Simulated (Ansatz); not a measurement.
# SnO (Romarchite): optical spectrum from first principles, part 2 of 2

What colour and refractive index does SnO (Romarchite) have at this level of theory?

Ansatz 0.2.0; DFT, PBE, plane-wave PAW, default files, scalar-relativistic, independent-particle optical response without local fields.

So far. Step 2 (Ground state and bands): The gap, 0.06 eV, is so small that the occupations stay smeared, and the carriers that the smearing makes get a Drude term. The cell is left with a pressure of 4.8 GPa and forces up to 0.52 eV/Å, as it stands unrelaxed at this level.

### Step 3. Spectrum (continued)

The Re ε by photon energy:

| photon energy (eV) | E ∥ x or y | E ∥ z |
| --- | --- | --- |
| 0.5 | 8.14 | 6.71 |
| 1.0 | 9.28 | 7.48 |
| 1.5 | 10.5 | 8.20 |
| 2.0 | 14.0 | 10.2 |
| 2.5 | 15.6 | 10.4 |
| 3.0 | 11.7 | 8.20 |
| 3.5 | 1.89 | 11.6 |
| 4.0 | 3.09 | 8.16 |
| 4.5 | 2.71 | 5.96 |
| 5.0 | -2.34 | -3.72 |
| 5.5 | -0.741 | -0.400 |
| 6.0 | -0.579 | 0.550 |
| 6.5 | 0.593 | 2.56 |
| 7.0 | 0.698 | -1.28 |
| 7.5 | 1.05 | -1.83 |
| 8.0 | 1.34 | -0.428 |
| 8.5 | -0.403 | -0.159 |
| 9.0 | -0.598 | 0.371 |
| 9.5 | -0.196 | 0.0684 |
| 10.0 | 0.0122 | 0.534 |
| 10.5 | -0.365 | 0.579 |
| 11.0 | -0.532 | 0.435 |
| 11.5 | -0.939 | -0.877 |
| 12.0 | -0.315 | -0.432 |
| 12.5 | -0.0785 | -0.347 |
| 13.0 | 0.0861 | -0.314 |
| 13.5 | 0.385 | 0.166 |
| 14.0 | 0.525 | 0.395 |
| 14.5 | 0.759 | 0.457 |
| 15.0 | 0.845 | -0.0504 |
| 15.5 | 0.972 | 0.246 |
| 16.0 | -0.151 | 0.516 |
| 16.5 | -0.0292 | 0.339 |
| 17.0 | 0.260 | 0.375 |
| 17.5 | 0.223 | 0.395 |
| 18.0 | 0.545 | 0.484 |
| 18.5 | 0.260 | 0.627 |
| 19.0 | 0.391 | 0.673 |
| 19.5 | 0.433 | 0.839 |
| 20.0 | 0.459 | 0.880 |
| 20.5 | 0.512 | 0.844 |
| 21.0 | 0.513 | 0.839 |
| 21.5 | 0.490 | 0.680 |
| 22.0 | 0.597 | 0.797 |

The reflectivity at normal incidence has structure finer than the step of the table below, so its rows give means over 1 eV, whole bins alone (the curve runs from 0.3 to 22 eV). Peaks (eV: height): E ∥ x or y 3.2: 48.2, 5.0: 46.1, 8.6: 32.4, 11.6: 36.4, 16.1: 21.2, 18.6: 11.2; E ∥ z 5.0: 52.0, 7.2: 47.5, 11.5: 32.1, 12.8: 31.5, 14.9: 18.6.

Table of reflectivity at normal incidence by photon energy; means over each step:

| photon energy (eV) | E ∥ x or y (%) | E ∥ z (%) |
| --- | --- | --- |
| 1 | 25.6 | 21.6 |
| 2 | 32.9 | 26.6 |
| 3 | 43.7 | 29.6 |
| 4 | 35.6 | 36.4 |
| 5 | 41.3 | 44.3 |
| 6 | 29.5 | 25.7 |
| 7 | 20.9 | 39.0 |
| 8 | 23.3 | 29.1 |
| 9 | 28.6 | 19.0 |
| 10 | 23.9 | 16.5 |
| 11 | 29.3 | 20.4 |
| 12 | 26.5 | 26.4 |
| 13 | 15.6 | 23.7 |
| 14 | 6.42 | 8.89 |
| 15 | 6.36 | 16.2 |
| 16 | 17.1 | 6.88 |
| 17 | 13.2 | 7.83 |
| 18 | 7.65 | 4.56 |
| 19 | 7.90 | 1.92 |
| 20 | 5.50 | 1.75 |
| 21 | 4.51 | 2.77 |

Table of refractive index n and extinction k by photon energy:

| photon energy (eV) | n, E ∥ x or y | k, E ∥ x or y | n, E ∥ z | k, E ∥ z |
| --- | --- | --- | --- | --- |
| 2 | 3.74 | 0.0778 | 3.20 | 0.0419 |
| 4 | 2.48 | 1.75 | 3.24 | 1.52 |
| 6 | 1.24 | 1.45 | 1.47 | 1.27 |
| 8 | 1.71 | 1.26 | 0.991 | 1.19 |
| 10 | 1.16 | 1.16 | 1.10 | 0.821 |
| 12 | 0.623 | 0.839 | 0.831 | 1.06 |
| 14 | 0.864 | 0.471 | 0.764 | 0.434 |
| 16 | 0.860 | 0.944 | 0.824 | 0.404 |
| 18 | 0.855 | 0.430 | 0.761 | 0.307 |
| 20 | 0.756 | 0.335 | 0.973 | 0.259 |
| 22 | 0.795 | 0.185 | 0.919 | 0.219 |

The loss function −Im 1/ε at q → 0 has structure finer than the step of the table below, so its rows give means over 0.5 eV, whole bins alone (the curve runs from 0.3 to 22 eV). Peaks (eV: height): E ∥ x or y 12.95: 1.36, 16.75: 1.31, 17.55: 1.36, 18.65: 1.30; E ∥ z 9.90: 0.542, 13.20: 1.30, 15.40: 1.63, 17.45: 1.20, 21.35: 0.762.

Loss function −Im 1/ε at q → 0 against energy loss; means over each step:

| energy loss (eV) | E ∥ x or y | E ∥ z |
| --- | --- | --- |
| 1.0 | 3.0e-4 | 3.4e-4 |
| 1.5 | 6.6e-5 | 7.9e-5 |
| 2.0 | 0.00496 | 0.00622 |
| 2.5 | 0.0197 | 0.0244 |
| 3.0 | 0.0403 | 0.0456 |
| 3.5 | 0.0895 | 0.0386 |
| 4.0 | 0.102 | 0.0588 |
| 4.5 | 0.0977 | 0.0654 |
| 5.0 | 0.122 | 0.103 |
| 5.5 | 0.196 | 0.195 |
| 6.0 | 0.267 | 0.250 |
| 6.5 | 0.300 | 0.163 |
| 7.0 | 0.278 | 0.138 |
| 7.5 | 0.277 | 0.251 |
| 8.0 | 0.228 | 0.399 |
| 8.5 | 0.232 | 0.445 |
| 9.0 | 0.330 | 0.440 |
| 9.5 | 0.386 | 0.438 |
| 10.0 | 0.372 | 0.487 |
| 10.5 | 0.397 | 0.429 |
| 11.0 | 0.393 | 0.357 |
| 11.5 | 0.495 | 0.393 |
| 12.0 | 0.860 | 0.551 |
| 12.5 | 0.893 | 0.634 |
| 13.0 | 1.24 | 1.03 |
| 13.5 | 1.03 | 1.21 |
| 14.0 | 0.842 | 0.968 |
| 14.5 | 0.648 | 0.633 |
| 15.0 | 0.572 | 1.04 |
| 15.5 | 0.474 | 1.38 |
| 16.0 | 0.635 | 0.932 |
| 16.5 | 1.03 | 1.02 |
| 17.0 | 1.17 | 1.13 |
| 17.5 | 1.27 | 1.18 |
| 18.0 | 0.941 | 1.01 |
| 18.5 | 1.12 | 0.725 |
| 19.0 | 1.19 | 0.628 |
| 19.5 | 1.12 | 0.470 |
| 20.0 | 1.08 | 0.494 |
| 20.5 | 0.990 | 0.549 |
| 21.0 | 0.990 | 0.589 |
| 21.5 | 0.979 | 0.700 |

At chosen wavelengths:

| wavelength (nm) | n xy | k xy | R (%) xy | 1/α xy | n z | k z | R (%) z | 1/α z |
| --- | --- | --- | --- | --- | --- | --- | --- | --- |
| 1064 | 3.10 | 0.002 | 26.2 | 37 µm | 2.77 | 0.002 | 22.1 | 45 µm |
| 800 | 3.27 | 0.001 | 28.2 | 69 µm | 2.88 | 0.001 | 23.5 | 82 µm |
| 633 | 3.67 | 0.039 | 32.7 | 1.3 µm | 3.14 | 0.017 | 26.8 | 2.9 µm |
| 532 | 3.94 | 0.556 | 36.2 | 76 nm | 3.23 | 0.380 | 28.3 | 112 nm |
| 405 | 3.90 | 2.242 | 46.3 | 14 nm | 2.98 | 0.712 | 27.1 | 45 nm |
| 365 | 2.58 | 2.290 | 42.9 | 13 nm | 3.36 | 0.672 | 30.9 | 43 nm |
| 248 | 1.75 | 2.320 | 46.0 | 8.5 nm | 1.72 | 2.582 | 51.1 | 7.6 nm |

A polished face would reflect 33 % of daylight and look faintly blue (CIE x = 0.299, y = 0.312 under D65).

### Step 4. Outcome

| Quantity | Value |
| --- | --- |
| gap on the path | 0.0550 eV |
| least direct gap on the path | 1.99 eV |
| main peak of the optical conductivity above 1 eV, first axis | 3.15 eV |
| Drude plasma energy, first axis | 0.476 eV |

At this level (PBE, independent particles) SnO is a semimetal or has a tiny gap, with few carriers whose number hangs on mesh and smearing, and a Drude plasma energy of 0.5 eV along x, 0.5 eV along y and 0.4 eV along z; it reflects 36 % at 550 nm for E ∥ x. Along x the bare Drude plasma energy is 0.5 eV; Re ε first rises through zero at 0.13 eV, far lower, because interband transitions screen the carriers. Im ε is 7.6 there, so the loss peak at that energy is weak. A polished face would reflect 33 % of daylight and look faintly blue (CIE x = 0.299, y = 0.312 under D65). In the base run ε includes the program's bounded estimate of what the bands above those summed add. The carriers' damping of 0.1 eV is typed, not computed; at 0.8 eV the carriers give 100 % of Im ε along the first axis; the rest comes from the sum over bands, which at low energy also holds close bands and the noise of the mesh. Spin-orbit coupling is left out although heavy atoms are present. The gap is so small that the smearing puts carriers across it; at a true gap they would be absent, and excitons are missing too. The Fermi-Dirac width of 0.05 eV acts as an electron temperature of 580 K in the carriers' term.

[Hosts, paths, dates, database ids (printed as entryN), source tags and the programs' standing remarks are cut or masked in the printed files.]
